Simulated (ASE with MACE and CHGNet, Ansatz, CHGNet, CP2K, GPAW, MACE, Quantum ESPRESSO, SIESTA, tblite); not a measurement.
# Machine-learned potentials runs on Nb(100)/C(110) interface (80 atoms)

Wanted: machine-learned potentials inputs and outputs for Nb(100)/C(110) interface (80 atoms), checked against a plane-wave reference.

Calculated with ASE with MACE and CHGNet; the method is named at each step.

## (1) The structure

The cell holds 80 atoms: 20 Nb and 60 C. Cell: a = 7.134 Å, b = 7.567 Å, c = 24.460 Å, α = 90.0°, β = 90.0°, γ = 90.0°. Bcc Nb(100), 4 repeat layers, 5 surface cells, strained -3.32 and +2.54 %; diamond-structure C(110), 5 layers, 6 cells, -0.00 and -0.00 %; outer planes 2.45 Å apart, 12 Å of vacuum above; not relaxed, displaced by a Gaussian of 0.02 Å. Then every atom was moved at random, 0.02 Å r.m.s. a Cartesian component. Regions: Nb, 20 atoms (20 Nb); C, 60 atoms (60 C). Vacuum lies along c.

The yardstick, on the same geometry:

```
method                 : Kohn-Sham DFT, PBE, SSSP efficiency 1.3.0 pseudopotentials, plane waves (Quantum ESPRESSO 7.5); sssp-pbe-1.3.0-efficiency, cutoffs 45/360 Ry, Γ point
r.m.s. force component : 1.838 eV/Å
longest force          : 6.633 eV/Å
time                   : 5.5 min on 4 MPI ranks of Arm Neoverse V1, shared host
CPU time               : 22 min
```

## (2) MACE MP-0b3 medium potential

Method: machine-learned interatomic potential MACE MP-0b3 medium, trained on PBE(+U) plane-wave data.

File run.py:

```python
import numpy as np
from ase.io import read
import mlip  # loads the published weights by name

atoms = read("structure.xyz")
atoms.calc = mlip.calc("mace-mp-0b3-medium")
energy = atoms.get_potential_energy()
forces = atoms.get_forces()
print(f"energy {energy:.6f} eV")
print("forces (eV/A)")
for i, (a, f) in enumerate(zip(atoms, forces)):
    print(f"{i:4d} {a.symbol:2s} {f[0]:10.5f} {f[1]:10.5f} {f[2]:10.5f}")
```

File structure.xyz:

```xyz
80
Lattice="7.13400 0.00000 0.00000 0.00000 7.56670 0.00000 0.00000 0.00000 24.45984" Properties=species:S:1:pos:R:3 pbc="T T T"
Nb 4.24609 6.01174 6.00807
Nb 6.42310 5.28723 7.67648
Nb 4.25408 6.04912 9.27199
Nb 3.53404 3.77488 10.92279
Nb 1.41424 4.53351 6.01859
Nb 3.61701 3.79228 7.59625
Nb 1.42709 4.51149 9.32067
Nb 0.73530 2.26713 10.99005
Nb 5.75443 3.05997 5.98752
Nb 0.71347 2.26433 7.62438
Nb 5.71348 3.00617 9.28814
Nb 4.97190 0.74895 10.93795
Nb 2.86701 1.47634 6.00073
Nb 4.95578 0.75274 7.67061
Nb 2.89676 1.55359 9.28593
Nb 2.10660 6.83863 10.96510
Nb 0.05072 7.55089 5.98508
Nb 2.12857 6.83031 7.66351
Nb 7.12565 0.01960 9.33828
Nb 6.39463 5.26726 10.97366
C 6.26593 1.81094 13.45316
C 3.65197 0.59051 13.41133
C 4.47880 0.56387 14.67419
C 5.38952 1.79883 14.70892
C 6.27014 1.84226 15.96053
C 3.62158 0.58248 15.94586
C 4.49513 0.54616 17.16518
C 5.38446 1.79762 17.16543
C 6.33157 1.83265 18.48895
C 3.58755 0.52937 18.40725
C 6.26972 4.33292 13.43848
C 3.61630 3.14056 13.41206
C 4.47873 3.05604 14.67835
C 5.44110 4.37703 14.64900
C 6.25873 4.37590 15.92433
C 3.65625 3.13912 15.98964
C 4.50355 3.09924 17.22437
C 5.34579 4.38127 17.16102
C 6.25416 4.35267 18.43685
C 3.59097 3.09001 18.49311
C 2.62488 1.82910 13.44264
C 0.04644 0.54889 13.38100
C 0.89025 0.59936 14.65903
C 1.84778 1.79679 14.68495
C 2.72048 1.77764 15.95736
C 0.04116 0.53307 15.93999
C 0.95267 0.59686 17.23685
C 1.81282 1.81624 17.21092
C 2.69965 1.83356 18.45324
C 0.01569 0.57916 18.39404
C 6.25588 6.88850 13.37880
C 3.65753 5.61676 13.40644
C 4.53366 5.59111 14.68740
C 5.42170 6.84408 14.66123
C 6.23262 6.84453 15.89865
C 3.63370 5.60927 15.93852
[... 20 atom lines left out ...]
C 0.93998 5.58854 17.14415
C 1.84578 6.88668 17.22168
C 2.67732 6.90840 18.40212
C 0.04081 5.60602 18.44688
```

The run is started by

```console
OMP_NUM_THREADS=1 python run.py > output.txt
```

Log:

```text
energy -699.557422 eV
forces (eV/A)
   0 Nb    0.17457    0.22441   -0.40775
   1 Nb    0.12423    0.19320   -0.70434
   2 Nb    0.03333    0.08225    0.87715
   3 Nb   -0.04090    0.20362    2.48457
   4 Nb    0.02945    0.05620   -0.38724
   5 Nb   -0.37610   -0.10643   -0.48335
   6 Nb   -0.00931    0.18143    0.44788
   7 Nb   -0.31345   -0.08466    2.55687
   8 Nb   -0.04420   -0.21605   -0.36149
   9 Nb    0.01951   -0.07778   -0.60029
  10 Nb    0.04070   -0.01000    0.74262
  11 Nb   -0.06634   -0.03342    2.58980
  12 Nb   -0.00705    0.09764   -0.48186
  13 Nb    0.51151   -0.06995   -1.04917
  14 Nb   -0.43007   -0.27469    0.71872
  15 Nb    0.39145   -0.11378    1.63209
  16 Nb   -0.23795    0.00170   -0.18149
  17 Nb   -0.10057   -0.10399   -0.53370
  18 Nb    0.05681   -0.02709    0.43213
  19 Nb    0.07949    0.20881    2.43455
  20 C     3.35077   -0.47133   -0.84001
  21 C    -3.65620   -0.17507   -1.18956
  22 C     0.83379   -0.59055   -0.33217
  23 C    -0.46923    0.70899   -1.25262
[...]
72 C     0.99311    0.56521    0.91943
  73 C    -0.36977   -0.32257   -1.70232
  74 C     0.47598    0.29755   -1.70679
  75 C    -0.75962    0.31687   -1.43439
  76 C     0.46917    0.69459    2.27805
  77 C    -1.66222   -0.54332    0.40388
  78 C     6.12214   -1.33391    0.61298
  79 C    -5.31241   -0.09734   -0.75361
```

Elapsed: 11 s, on 1 thread of Arm Neoverse V1, shared host; peak memory 1.2 GiB.

Banners, paths, timers and routine set-up lines are dropped from the logs unmarked, and long logs keep their key lines alone; longer cuts are marked.

Against the reference:

- r.m.s. force component: 1.681 eV/Å
- r.m.s. difference of force components: 466.2 meV/Å
- longest difference of force vectors: 2350 meV/Å
- force difference over r.m.s. force: 25.36 %
- slope of forces against the reference's: 0.8858
- correlation of force components: 0.9688

Length of the force difference by element (eV/Å):

```tsv
element	atoms	mean	most
C	60	0.68	1.4
Nb	20	0.81	2.4
```

A closer look about C79, which bears the longest force: 11 atoms, nearest first, numbered in the order of the input, with positions taken from that point.

```tsv
atom	x	y	z	distance (Å)	bonds	Fx	Fy	Fz (eV/Å)
C79	0.00	0.00	0.00	0.00	3	6.12	-1.33	0.61
C78	-0.83	-0.02	-1.18	1.44	4	-1.66	-0.54	0.40
C30	0.91	1.19	0.01	1.50	3	-5.10	1.12	-0.35
C60	0.91	-1.33	0.10	1.61	3	-5.27	0.44	-1.16
C75	0.04	-0.05	-2.41	2.41	4	0.48	0.30	-1.71
C47	-1.72	1.26	-1.17	2.43	4	-0.55	-1.51	-0.13
C49	0.02	2.49	0.05	2.49	3	5.42	-0.40	-0.53
C27	1.82	1.20	-1.24	2.51	4	0.94	0.60	1.91
C77	-1.74	-1.32	-1.26	2.52	4	0.47	0.69	2.28
C57	1.84	-1.28	-1.17	2.52	4	-0.66	-0.39	0.37
C69	0.00	-2.60	0.02	2.60	3	5.60	0.99	-0.44
```

Atoms are counted from 1 here, from 0 in the log.

Forces lie 25 % from the reference's, at 0.0075 times its CPU time (on 1 against 4 cores).

## (3) CHGNet 0.3.0 potential

Method: machine-learned interatomic potential CHGNet 0.3.0, trained on PBE(+U) plane-wave data.

run.py, as its differences from that of step 2:

```diff
@@ -5,3 +5,3 @@
 atoms = read("structure.xyz")
-atoms.calc = mlip.calc("mace-mp-0b3-medium")
+atoms.calc = mlip.calc("chgnet-0.3.0")
 energy = atoms.get_potential_energy()
```

structure.xyz is that of step 2.

Log:

```text
CHGNet v0.3.0 initialized with 412,525 parameters
CHGNet will run on cpu
energy -712.219116 eV
forces (eV/A)
   0 Nb    0.16380    0.20897    0.23016
   1 Nb    0.03952    0.22192   -0.39562
   2 Nb    0.06025    0.03096    0.44673
   3 Nb   -0.15663    0.18140    2.51079
   4 Nb    0.06393    0.03167    0.22680
   5 Nb   -0.29367   -0.10764   -0.20998
   6 Nb   -0.03182    0.15864    0.15675
   7 Nb   -0.43296   -0.17475    2.24847
   8 Nb   -0.07474   -0.20289    0.27587
   9 Nb    0.05720   -0.07436   -0.23590
  10 Nb    0.09680    0.07213    0.34510
  11 Nb    0.03124   -0.07875    2.02150
  12 Nb    0.00819    0.11579    0.22036
  13 Nb    0.42011   -0.08567   -0.65487
  14 Nb   -0.34289   -0.16292    0.28396
  15 Nb    0.55889   -0.07387    1.87293
  16 Nb   -0.24586   -0.00430    0.51005
  17 Nb   -0.09413   -0.11735   -0.30812
  18 Nb   -0.00484   -0.09429    0.12011
  19 Nb    0.21252    0.11494    2.23995
  20 C     4.46204   -0.04985   -0.71487
  21 C    -4.62828   -0.55422   -0.36584
  22 C     0.89107   -0.58257   -0.82367
  23 C    -0.38068    0.58755   -1.60093
[...]
72 C     0.81925    0.54427    0.73053
  73 C    -0.39439   -0.24400   -1.85607
  74 C     0.10656    0.29369   -1.46198
  75 C    -0.28698    0.30971   -1.64574
  76 C     0.01658    0.78664    3.05787
  77 C    -1.35627   -0.60321    0.47716
  78 C     6.02373   -1.30205    0.59056
  79 C    -5.01738    0.06006   -1.71463
```

Elapsed: 8 s, on 1 thread; peak memory 3.2 GiB.

Numbers from this run, and their distance from the reference:

| Property | Result |
| --- | --- |
| r.m.s. force component | 1.798 eV/Å |
| r.m.s. difference of force components | 630.6 meV/Å |
| longest difference of force vectors | 2171 meV/Å |
| force difference over r.m.s. force | 34.31 % |
| slope of forces against the reference's | 0.9195 |
| correlation of force components | 0.9401 |

Against the first run (25 %), the force difference from the reference is 34 %, at 0.74 times the CPU time.

## (4) CHGNet r2SCAN potential

Method: machine-learned interatomic potential CHGNet r2SCAN, trained on r2SCAN plane-wave data.

run.py, as its differences from that of step 3:

```diff
@@ -5,3 +5,3 @@
 atoms = read("structure.xyz")
-atoms.calc = mlip.calc("chgnet-0.3.0")
+atoms.calc = mlip.calc("chgnet-r2scan")
 energy = atoms.get_potential_energy()
```

structure.xyz is that of step 3.

Log:

```text
CHGNet vr2scan initialized with 412,525 parameters
CHGNet will run on cpu
energy -1058.961060 eV
forces (eV/A)
   0 Nb    0.18651    0.22838    0.42151
   1 Nb    0.07885    0.17502   -0.29482
   2 Nb    0.06357    0.04636    0.25876
   3 Nb   -0.18579    0.17419    2.07367
   4 Nb    0.02599    0.06410    0.42280
   5 Nb   -0.28531   -0.14959   -0.09324
   6 Nb   -0.01361    0.09937    0.01312
   7 Nb   -0.33803   -0.18331    1.96692
   8 Nb   -0.08607   -0.17792    0.47450
   9 Nb    0.03179   -0.07729   -0.18714
  10 Nb    0.08067    0.04306    0.17808
  11 Nb   -0.05065   -0.06098    1.75663
  12 Nb    0.01192    0.09556    0.43891
  13 Nb    0.38164   -0.05166   -0.52763
  14 Nb   -0.25511   -0.14779    0.14149
  15 Nb    0.54270   -0.06084    1.48808
  16 Nb   -0.25268   -0.02204    0.71434
  17 Nb   -0.07652   -0.08935   -0.20825
  18 Nb   -0.00447   -0.04746    0.03409
  19 Nb    0.16068    0.07292    1.73281
  20 C     3.49433   -0.16614   -0.55386
  21 C    -4.18779   -0.10237   -0.59620
  22 C     0.90872   -0.53852   -0.60067
  23 C    -0.14912    0.54315   -1.47070
[...]
72 C     0.73282    0.47186    1.01696
  73 C    -0.30824   -0.15801   -1.79565
  74 C    -0.00610    0.38489   -1.41860
  75 C    -0.27441    0.29247   -1.80642
  76 C    -0.23498    0.75270    3.15101
  77 C    -1.19486   -0.59207    0.16656
  78 C     5.38271   -1.66349    0.72633
  79 C    -4.25240   -0.02686   -1.69049
```

Run time: 6.3 s. Hardware: 1 thread; peak memory 3.2 GiB.

Against the reference:

```yaml
r_m_s_force_component: 1.59 eV/Å
r_m_s_difference_of_force_components: 694.6 meV/Å
longest_difference_of_force_vectors: 2569 meV/Å
force_difference_over_r_m_s_force: 37.79 %
slope_of_forces_against_the_reference_s: 0.8028
correlation_of_force_components: 0.928
```

Against the first run (25 %), the force difference from the reference is 38 %, at 0.64 times the CPU time; this potential was trained at another functional than the reference's, which explains only part of so large a difference.

## (5) Side by side

Differences are against the plane-wave reference, forces as r.m.s. over components; share is that over the reference's r.m.s. force, slope the least-squares factor from reference forces to these. Total energies of different programs have different zeros and aren't compared.

```tsv
run	Δ force, r.m.s. (meV/Å)	share (%)	slope	cores	CPU time	memory (GiB)
reference	-	-	-	4	22 min	2.7
MACE MP-0b3 medium potential	466	25.4	0.886	1	9.9 s	1.2
CHGNet 0.3.0 potential	631	34.3	0.919	1	7.3 s	3.2
CHGNet r2SCAN potential	695	37.8	0.803	1	6.3 s	3.2
```

Times of the machine-learned potentials are mostly Python's start and the loading of weights.

CPU time is summed over cores on a shared host, where runs went side by side, so it is rough. Symmetry, cutoffs, thresholds, outputs and thread counts weren't matched or tuned between programs; memory under MPI is the largest rank's times the ranks.

A second geometry, displaced anew (every atom was moved at random, 0.04 Å r.m.s. a Cartesian component), gives an energy difference that all programs can be tested on. The reference puts it at 39.27 meV/atom.

```tsv
run	energy less the first geometry's (meV/atom)	error (meV/atom)	force share at the second geometry (%)
MACE MP-0b3 medium potential	38.76	-0.519	25.1
CHGNet 0.3.0 potential	40.78	1.50	29.3
CHGNet r2SCAN potential	47.03	7.75	34.0
```

## (6) Results

```json
{
 "nearest in forces": "MACE MP-0b3 medium potential, 25 %",
 "its CPU time": "9.9 s"
}
```

What this shows: Machine-learned potentials differ by 25 % (MACE MP-0b3 medium potential) to 38 % (CHGNet r2SCAN potential); they were trained on other programs' data, some at another functional. The energy difference between the two geometries, 39.3 meV/atom in the reference, is met best by MACE MP-0b3 medium potential (-0.519) and worst by CHGNet r2SCAN potential (+7.75). Machine-learned potentials mimic data converged in k, so the reference's own k-point error enters their differences. The host structure and its lattice constant were typed by rule, without a check against the phase diagram. The electronic-structure runs sample only Γ, in a cell whose shortest periodic width is 7 Å, which is coarse for a cell with partly filled levels.

[Also dropped from logs without a mark: logging warnings of Python, and SIESTA's first energy breakdown and zero terms.]

[Logs are printed without paths, hosts, clocks, repeated set-up lines and the standing remarks that a program may print on its own settings, such as how far it seeks lower states.]

[Hosts, paths, dates, database ids (printed as entryN), source tags and the programs' standing remarks are cut or masked in the printed files.]
